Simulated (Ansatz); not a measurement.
# Lattice dynamics of CsH (Pm-3m)

How does CsH (Pm-3m) vibrate, and is this structure a minimum?

Calculated with Ansatz 0.2.0; DFT LDA, scalar-relativistic, plane waves, PAW.

This is a report of a sequence of runs, with most program output left out.

## Step 1: Starting point

It takes space group Pm-3m (No. 221, cubic). The conventional cell has a = 3.818 Å, b = 3.818 Å, c = 3.818 Å, α = 90.00°, β = 90.00°, γ = 90.00°. Nearest to Cs lie 8 H at 3.31 Å. H has 8 Cs at 3.31 Å nearest. Farther neighbours are not listed.

Coordinates:

```cif
data_structure
_symmetry_space_group_name_H-M 'P 1'
_symmetry_Int_Tables_number 1
_cell_length_a 3.8184
_cell_length_b 3.8184
_cell_length_c 3.8184
_cell_angle_alpha 90.000
_cell_angle_beta 90.000
_cell_angle_gamma 90.000
_cell_volume 55.67
loop_
_atom_site_label
_atom_site_type_symbol
_atom_site_fract_x
_atom_site_fract_y
_atom_site_fract_z
_atom_site_occupancy
Cs1 Cs 0.00000 0.00000 0.00000 1
H2 H 0.50000 0.50000 0.50000 1
```

## Step 2: Relaxation

The cell and atoms are relaxed, since residual forces and stress would shift the frequencies.

File input.yaml:

```yaml
crystal:
  lattice:
    - [3.81840854, 0.0, 0.0]
    - [0.0, 3.81840854, 0.0]
    - [0.0, 0.0, 3.81840854]
  atoms:
    - { symbol: Cs, position: [0.0, 0.0, 0.0] }
    - { symbol: H, position: [0.5, 0.5, 0.5] }
kpoints:
  mp_grid: { grid: [8, 8, 8] }
hamiltonian:
  xc: lda
scf:
  occupations: { method: gaussian, width: 0.02 }
output:
  forces: true
  stress: true
  eigenvalues: true
relax:
  adjacent_minimum: "off"
  f_tol: 0.005
  max_steps: 80
  cell: { stress_tol: 0.05 }
```

On the command line:

```console
$ ansatz run input.yaml --threads 4 --pin off --max-ram 7168MiB --backend cpu --events-out ev --progress --plain --runs-dir out
```

The job ended after 1.7 s (4 threads of Intel Xeon 6975P-C (Granite Rapids), shared host; peak memory 0.36 GiB).

Relaxation path:

| step | energy less that of the first step (eV) | largest force component (eV/Å) | pressure (GPa) | volume (Å³) |
| --- | --- | --- | --- | --- |
| 1 | 0.0000 | 0.0000 | -1.94 | 55.67 |
| 2 | -0.0393 | 0.0000 | -1.12 | 51.71 |
| 3 | -0.0517 | 0.0000 | 0.46 | 47.11 |
| 4 | -0.0531 | 0.0000 | 0.01 | 48.17 |
| 5* | -0.0522 | 0.0000 | 0.00 | 48.17 |

Relaxation steps marked * repeat the geometry before them on a plane-wave basis chosen anew for their cell, so energy and pressure can jump there.

Forces are held to the 48 operations that the run works with; a distortion that breaks them can't arise in this run.

```csv
"conventional cell, symmetrised",before,after,change
a (Å),3.818,3.639,-4.7 %
b (Å),3.818,3.639,-4.7 %
c (Å),3.818,3.639,-4.7 %
volume (Å³/atom),27.84,24.09,-13.5 %
```

The relaxed structure:

```xyz
2
Lattice="3.6386 0.0000 0.0000 0.0000 3.6386 0.0000 0.0000 0.0000 3.6386" Properties=species:S:1:pos:R:3 pbc="T T T"
Cs    0.0000    0.0000    0.0000
H     1.8193    1.8193    1.8193
```

This step gave:

```
pressure           : -0.003315 GPa
gap on the k-mesh  : 2.420 eV
volume per atom    : 24.09 Å³
direct gap on mesh : 2.420 eV
```

In this step the volume went from 27.84 to 24.09 Å³/atom.

## Step 3: Relaxation

The relaxation is repeated from its end on the same settings, as a check that it has come to rest.

Edit input.yaml of step 2 so:

```diff
@@ -2,5 +2,5 @@
   lattice:
-    - [3.81840854, 0.0, 0.0]
-    - [0.0, 3.81840854, 0.0]
-    - [0.0, 0.0, 3.81840854]
+    - [3.6385986822, 0.0, 0.0]
+    - [0.0, 3.6385986822, 0.0]
+    - [0.0, 0.0, 3.6385986822]
   atoms:
```

Elapsed: 0.84 s, on 4 threads; peak memory 0.38 GiB.

Little changed from the start: no atom moved by 0.005 Å and no cell edge by 0.1 %.

In this step the volume went from 24.09 to 24.09 Å³/atom.

## Step 4: Relaxing to small forces for the phonons

Phonons need a cell at rest on their own settings, so the relaxation is repeated with tight tolerances on forces and stress, using the mesh and the filling of the phonon run that follows.

input.yaml, the sections that differ from step 3:

```yaml
scf:
  occupations: { method: fixed }
relax:
  adjacent_minimum: "off"
  f_tol: 0.001
  max_steps: 60
  cell: { stress_tol: 0.01 }
# crystal, kpoints, hamiltonian, output: as in step 3
```

Elapsed: 1.5 s, on 4 threads; peak memory 0.37 GiB.

Little changed from the start: no atom moved by 0.005 Å and no cell edge by 0.1 %.

This step gave:

```yaml
pressure: -0.003313 GPa
```

The forces vanish by symmetry and the pressure is -0.003 GPa, within the tolerances set. The cell now holds 24.09 Å³/atom.

## Step 5: Zone-centre response

The zone centre comes first: it holds the modes that light can see, as far as symmetry allows. The response to a homogeneous field gives the Born charges and the dielectric tensor.

input.yaml, the sections that differ from step 4:

```yaml
output:
  eigenvalues: true
phonons:
  method: dfpt
  dielectric: true
  rigid_motions: translations
# crystal, kpoints, hamiltonian, scf: as in step 4
# relax: removed
```

Wall time 3.5 s (4 threads); peak memory 0.49 GiB; 11 s of CPU time.

Numbers from this step:

- sum-rule residual before enforcement: 2.29e-5 eV/Å²
- miss of the charge sum rule: 4.31e-4 e
- estimated error of the dielectric tensor: 0.01049
- estimated error of the Born charges: 0.009660 e
- point group: m-3m
- highest optical mode at the zone centre (no LO-TO term): 416.1 cm⁻¹
- lowest optical zone-centre mode: 416.1 cm⁻¹
- mean high-frequency dielectric constant: 4.202
- largest Born charge (third of the trace): 1.164 e
- mean static dielectric constant: 12.20
- top of the zone-centre spectrum with the field: 708.9 cm⁻¹

Without the LO-TO term. Patterns of degenerate modes are one choice out of their space. Modes at Γ, with each element's share of the kinetic energy:

```
mode  frequency (cm⁻¹)  symmetry  Cs %  H %
   1               0.0  acoustic    99    1
   2               0.0  acoustic    99    1
   3               0.0  acoustic    99    1
   4             416.1       T1u     1   99
   5             416.1       T1u     1   99
   6             416.1       T1u     1   99
```

Displacements in mode 6 (416.1 cm⁻¹), the largest set to 1:
```
Cs1  0.00  0.00 -0.01
H2   0.00  0.00  1.00
```

Optical modes at the zone centre, without and with the macroscopic field of the longitudinal modes; each column is sorted by frequency, so a row need not hold one and the same mode. Modes with and without the field, by row:

| rank among optical modes | no field (cm⁻¹) | q along (1, 0, 0) (cm⁻¹) |
| --- | --- | --- |
| 1 | 416.1 | 416.1 |
| 2 | 416.1 | 416.1 |
| 3 | 416.1 | 708.9 |

Born charge (rows field, columns displacement) (e), principal values of the symmetric part by kind of site:

| atom | atoms with these values | low | middle | high | mean |
| --- | --- | --- | --- | --- | --- |
| Cs1 | 1 | 1.16 | 1.16 | 1.16 | 1.16 |
| H2 | 1 | -1.16 | -1.16 | -1.16 | -1.16 |

In full for Cs1:

```
1.16 0.00 0.00
0.00 1.16 0.00
0.00 0.00 1.16
```

High-frequency dielectric tensor:

```
4.20 0.00 0.00
0.00 4.20 0.00
0.00 0.00 4.20
```

Static dielectric tensor (ions relaxed, fixed cell):

```
12.20  0.00  0.00
 0.00 12.20  0.00
 0.00  0.00 12.20
```

Transverse modes. Infrared lines, with heights relative to the strongest:

```
position (cm⁻¹)  label  relative intensity
            416    T1u                 100
```

Before it was imposed, the acoustic sum rule was missed by 2.3e-5 eV/Å² and the charge sum rule by 4.3e-4 e. Small misses are needed for a sound result but don't prove that mesh and cutoff are converged. The lowest optical mode is real, 416 cm⁻¹.

The log warns of the k mesh: “the force constants stand on the 8×8×8 k-mesh, whose period is 13.39 times the interband length at k = (-0.5000, -0.5000, -0.5000), direct gap 2.420 eV, under 14: take them and everything formed from them as unconverged”.

## Step 6: Phonons on a q mesh

Stability and thermal properties need the whole zone. Linear response on a 4×4×4 q mesh gives force constants as far as a supercell of that size would, and the tensors from the zone-centre run are typed in so that the long-range dipole term is interpolated apart.

input.yaml, the sections that differ from step 5:

```yaml
phonons:
  method: dfpt
  qmesh: [4, 4, 4]
  temperatures: { t_max: 1000, t_step: 50 }
  qpath:
    path:
      - [[0.0, 0.0, 0.0], [0.0, 0.5, 0.0], [0.5, 0.5, 0.0], [0.0, 0.0, 0.0], [0.5, 0.5, 0.5], [0.0, 0.5, 0.0]]
      - [[0.5, 0.5, 0.5], [0.5, 0.5, 0.0]]
    npoints: 10
  non_analytic_term:
    high_frequency_dielectric_tensor: [[4.2015, 0.0, 0.0], [0.0, 4.2015, 0.0], [0.0, 0.0, 4.2015]]
    born_effective_charges:
      - { species: Cs, tensor: [[1.1643, 0.0, 0.0], [0.0, 1.1643, 0.0], [0.0, 0.0, 1.1643]] }
      - { species: H, tensor: [[-1.1643, 0.0, 0.0], [0.0, -1.1643, 0.0], [0.0, 0.0, -1.1643]] }
    source: "zone-centre run at this cell"
# crystal, kpoints, hamiltonian, scf, output: as in step 5
```

Elapsed: 37 s, on 4 threads; peak memory 0.69 GiB; 2.1 min of CPU time.

This step gave:

```
sum-rule residual before enforcement                       : 1.81e-5 eV/Å²
lowest frequency on the path                               : 0 cm⁻¹
highest frequency on the path or at a solved wavevector    : 722.3 cm⁻¹
mean frequency                                             : 294.6 cm⁻¹
Debye temperature (second moment)                          : 705 K
logarithmic mean frequency                                 : 173.9 cm⁻¹
lowest mode on the q mesh (acoustic modes at Γ apart)      : 26.11 cm⁻¹
zero-point energy per atom                                 : 54.78 meV
heat capacity at 300 K                                     : 19.90 J/(mol atoms K)
vibrational entropy at 300 K                               : 32.41 J/(mol atoms K)
edges of the widest gap between branches, on path and mesh : 96.5, 404.2 cm⁻¹
```

Frequencies (cm⁻¹) solved at each irreducible wavevector; negative means imaginary. Frequencies by wavevector, by row:

```csv
q in reciprocal lattice units,star,mode 1,mode 2,mode 3,mode 4,mode 5,mode 6
0 0 0,1,0,0,0,416.1,416.1,416.1
0 0 0.25,6,26.1,26.1,68.7,460.6,460.6,716.8
0 0 -0.5,3,31.9,31.9,96.5,497.5,497.5,722.3
0 0.25 0.25,12,28.7,63.3,73,459,464.2,654.5
0 0.25 -0.5,12,30.2,66.2,91.9,455.5,494.2,617.6
0 -0.5 -0.5,3,28,86.4,86.4,404.2,493.1,493.1
0.25 0.25 0.25,8,63.1,63.1,71.9,499.8,499.8,585
0.25 0.25 -0.5,12,61.8,65.7,87.9,463.5,532.6,575.6
0.25 -0.5 -0.5,6,61.2,83.3,83.3,511,535.7,535.7
-0.5 -0.5 -0.5,1,79.9,79.9,79.9,572.6,572.6,572.6
```

Interpolated from a 4×4×4 q mesh, with the LO-TO term (at Γ the limit along the path; where Γ stands inside the path, tables give the limit on arrival). The phonon branches at the labelled points (cm⁻¹):

```
    point  branch 1  branch 2  branch 3  branch 4  branch 5  branch 6
        Γ         0         0         0       416       416       709
  halfway        26        26        69       461       461       717
        X        32        32        96       498       498       722
  halfway        30        66        92       456       494       618
        M        28        86        86       404       493       493
  halfway        29        63        73       459       464       654
        Γ         0         0         0       416       416       709
  halfway        63        63        72       500       500       585
        R        80        80        80       573       573       573
  halfway        62        66        88       464       533       576
        X        32        32        96       498       498       722
jump to R        80        80        80       573       573       573
  halfway        61        83        83       511       536       536
        M        28        86        86       404       493       493
```

Tetrahedra on a 20×20×20 mesh, mean over bins of 10 cm-1. Interpolated from a 4×4×4 q mesh. The phonon density of states by wavenumber; read off at these points:

```csv
wavenumber (cm⁻¹),phonon density of states (1/cm⁻¹/cell)
5,1.8e-4
25,0.0140
35,0.0497
55,0.0323
75,0.0490
85,0.0704
105,0
125,0
155,0
175,0
205,0
225,0
255,0
275,0
305,0
325,0
355,0
375,0
405,1.7e-4
425,0.00359
455,0.0212
465,0.0333
475,0.0226
495,0.0290
505,0.0168
525,0.00977
555,0.0155
575,0.00506
605,0.00415
625,0.00409
655,0.00423
675,0.00445
705,0.00702
725,6.0e-5
```

The partial phonon density of states has structure finer than the step of the table below, so its rows give means over 25 cm⁻¹, whole bins alone (the curve runs from -10 to 754 cm⁻¹). Peaks (cm⁻¹: height): Cs 33.2: 0.0401, 81.3: 0.0625; H 465.6: 0.0295, 494.4: 0.0258, 556.9: 0.0150, 705.8: 0.00625.

Phonopy on the run's constants, 15x15x15 mesh, Gaussian sigma 5.5 cm-1. Interpolated from a 4×4×4 q mesh. The partial phonon density of states by wavenumber; means over each step; values in 1/cm⁻¹/cell:

```
wavenumber (cm⁻¹)      Cs        H
               25  0.0213   3.0e-5
               50  0.0343   3.3e-5
               75  0.0493   2.8e-5
              100  0.0146   3.0e-6
              125  4.3e-6        0
              150       0        0
              175       0        0
              200       0        0
              225       0        0
              250       0        0
              275       0        0
              300       0        0
              325       0        0
              350       0        0
              375       0        0
              400       0   3.0e-4
              425  8.2e-6  0.00397
              450  2.5e-5   0.0171
              475  1.8e-5   0.0250
              500  3.7e-6   0.0210
              525       0   0.0107
              550       0   0.0121
              575       0  0.00624
              600       0  0.00457
              625  7.4e-7  0.00359
              650  7.9e-6  0.00454
              675  1.0e-5  0.00424
              700  1.5e-5  0.00529
              725  2.7e-6  0.00137
```

Second derivatives of the energy by pair, one row for each kind of neighbour of each atom listed. Each entry sums the pair over the periodic images of the supercell that the q mesh stands for, and in a polar crystal it holds the long-range dipole part too. Force constants by pair, by row:

```
atom  neighbour  distance (Å)  third of the trace (eV/Å²)  along the pair's line (eV/Å²)
 Cs1     itself             0                        2.22                              –
 Cs1          H         3.151                     -0.1217                        -0.0981
 Cs1         Cs         3.639                     -0.1811                        -0.8138
 Cs1         Cs         5.146                     -0.0154                        -0.1084
 Cs1          H         6.034                       0.006                         0.0515
 Cs1         Cs         6.302                     -0.0051                        -0.0457
 Cs1         Cs         7.277                     -0.0249                         -0.084
  H2     itself             0                       1.043                              –
  H2         Cs         3.151                     -0.1217                        -0.0981
  H2          H         3.639                      0.0076                         -0.115
  H2          H         5.146                     8.00e-4                         -0.052
  H2         Cs         6.034                       0.006                         0.0515
  H2          H         6.302                     -0.0303                        -0.0955
  H2          H         7.277                     -0.0017                        -0.0375
```

Harmonic thermodynamic functions per atom, from the density of states. Interpolated from a 4×4×4 q mesh. Thermodynamic functions, by row:

| T (K) | F_vib (meV/atom) | S (J/mol-atom/K) | C_V (J/mol-atom/K) |
| --- | --- | --- | --- |
| 0 | 54.78 | 0 | 0 |
| 50 | 53.23 | 7.76 | 9.5 |
| 100 | 47.11 | 15.27 | 12.06 |
| 200 | 25.94 | 25 | 16.59 |
| 300 | -3.96 | 32.41 | 19.9 |
| 400 | -40.77 | 38.41 | 21.72 |
| 500 | -83.23 | 43.38 | 22.75 |
| 600 | -130.4 | 47.59 | 23.36 |
| 700 | -181.7 | 51.22 | 23.76 |
| 800 | -236.4 | 54.41 | 24.02 |
| 900 | -294.3 | 57.25 | 24.21 |
| 1000 | -355 | 59.81 | 24.34 |

Harmonic mean-square displacement, third of the trace. Interpolated from a 4×4×4 q mesh. Mean square displacements, by row:

```
T (K)  Cs1 U_eq (Å²)  H2 U_eq (Å²)
    0        0.00238       0.03264
  100        0.00797       0.03401
  300        0.02311       0.04346
  600        0.04607       0.06919
```

Symmetry leaves 10 wavevectors to solve. The lowest mode among them, the acoustic zeros apart, lies at q = (0, 0, 0.25) and is real, 26.1 cm⁻¹.

## Step 7: Finite displacements in a supercell

Finite displacements in a 2×2×2 supercell give force constants from forces alone. They are exact at the wavevectors that the supercell holds, where they check the linear-response result.

Edit input.yaml of step 6 so:

```diff
@@ -17,4 +17,4 @@
 phonons:
-  method: dfpt
-  qmesh: [4, 4, 4]
+  method: fd
+  supercell: [2, 2, 2]
   temperatures: { t_max: 1000, t_step: 50 }
```

It took 7.6 s on 4 threads; peak memory 0.99 GiB.

This step gave:

- atoms in the supercell: 16
- sum-rule residual before enforcement: 5.54e-5 eV/Å²
- highest frequency on the path or at a solved wavevector: 722.2 cm⁻¹

Interpolated from a 2×2×2 supercell, rough between the solved points, with the LO-TO term (at Γ the limit along the path; where Γ stands inside the path, tables give the limit on arrival). Phonon branches along the path, in cm⁻¹:

```csv
point,branch 1,branch 2,branch 3,branch 4,branch 5,branch 6
Γ,0,0,0,416,416,709
halfway,25,25,68,458,458,716
X,32,32,96,498,498,722
halfway,30,66,91,453,503,612
M,28,86,86,404,493,493
halfway,28,64,70,456,497,654
Γ,0,0,0,416,416,709
halfway,62,62,69,487,487,615
R,80,80,80,572,572,572
halfway,62,64,87,478,520,571
X,32,32,96,498,498,722
jump to R,80,80,80,572,572,572
halfway,60,83,83,497,534,534
M,28,86,86,404,493,493
```

Tetrahedra on a 18×18×18 mesh, mean over bins of 10 cm-1. Interpolated from a 2×2×2 supercell, rough between the solved points. Phonon density of states against wavenumber; read off at these points:

```csv
wavenumber (cm⁻¹),phonon density of states (1/cm⁻¹/cell)
5,2.2e-4
25,0.0170
35,0.0488
55,0.0328
75,0.0506
85,0.0671
105,0
125,0
155,0
175,0
205,0
225,0
255,0
275,0
305,0
325,0
355,0
375,0
405,2.1e-4
425,0.00374
455,0.0182
465,0.0266
475,0.0242
505,0.0415
525,0.00906
555,0.0112
575,0.00516
605,0.00439
625,0.00432
655,0.00445
675,0.00486
705,0.00646
725,3.0e-5
```

At Γ the two methods differ by at most 0.0 cm⁻¹.

## Step 8: Summary of results

```yaml
space_group_after_relaxation_within_0p01_a: Pm-3m
volume_per_atom: 24.1 Å³
gap_on_the_k_mesh: 2.42 eV
highest_optical_mode_at_the_zone_centre_no_lo_to_term: 416 cm⁻¹
top_of_the_zone_centre_spectrum_with_the_field: 709 cm⁻¹
lowest_optical_zone_centre_mode: 416 cm⁻¹
mean_high_frequency_dielectric_constant: 4.20
mean_static_dielectric_constant: 12.2
largest_born_charge_third_of_the_trace: 1.16 e
lowest_mode_on_the_q_mesh_acoustic_modes_at_gamma_apart: 26.1 cm⁻¹
highest_frequency_on_the_path_or_at_a_solved_wavevector: 722 cm⁻¹
zero_point_energy_per_atom: 54.8 meV
heat_capacity_at_300_k: 19.9 J/(mol atoms K)
vibrational_entropy_at_300_k: 32.4 J/(mol atoms K)
debye_temperature_second_moment: 705 K
imaginary_modes_on_the_4x4x4_q_mesh: none
```

What this shows: The structure is a minimum as far as tested: no mode is imaginary at the 10 irreducible wavevectors of the 4×4×4 mesh, and the softest away from the acoustic zeros lies at 26 cm⁻¹. Without the field, the optical modes at Γ form one degenerate level at 416 cm⁻¹. The highest mode in this list at Γ, 416.1 cm⁻¹, is mostly motion of H (99 % of the kinetic energy). With the macroscopic field of the longitudinal modes the top of the zone-centre spectrum lies at 709 cm⁻¹, against 416 cm⁻¹ without it. Lattice motion raises the mean dielectric constant from 4.202 to 12.20. The strongest infrared line is at 416 cm⁻¹. On the path and the mesh, the widest gap between branches runs from 96 to 404 cm⁻¹. Finite displacements and linear response differ by 0.0 cm⁻¹ in the highest zone-centre mode. With the field response the log warns that the k mesh is coarse for the force constants too, so the frequencies may not be converged. Spin-orbit coupling is left out, which can matter for the heavy elements here. These are harmonic frequencies at zero temperature: anharmonic shifts, linewidths and thermal expansion are left out.

[Logs are printed without paths, hosts, clocks, repeated set-up lines and the standing remarks that a program may print on its own settings, such as how far it seeks lower states.]

[Hosts, paths, dates, database ids (printed as entryN), source tags and the programs' standing remarks are cut or masked in the printed files.]
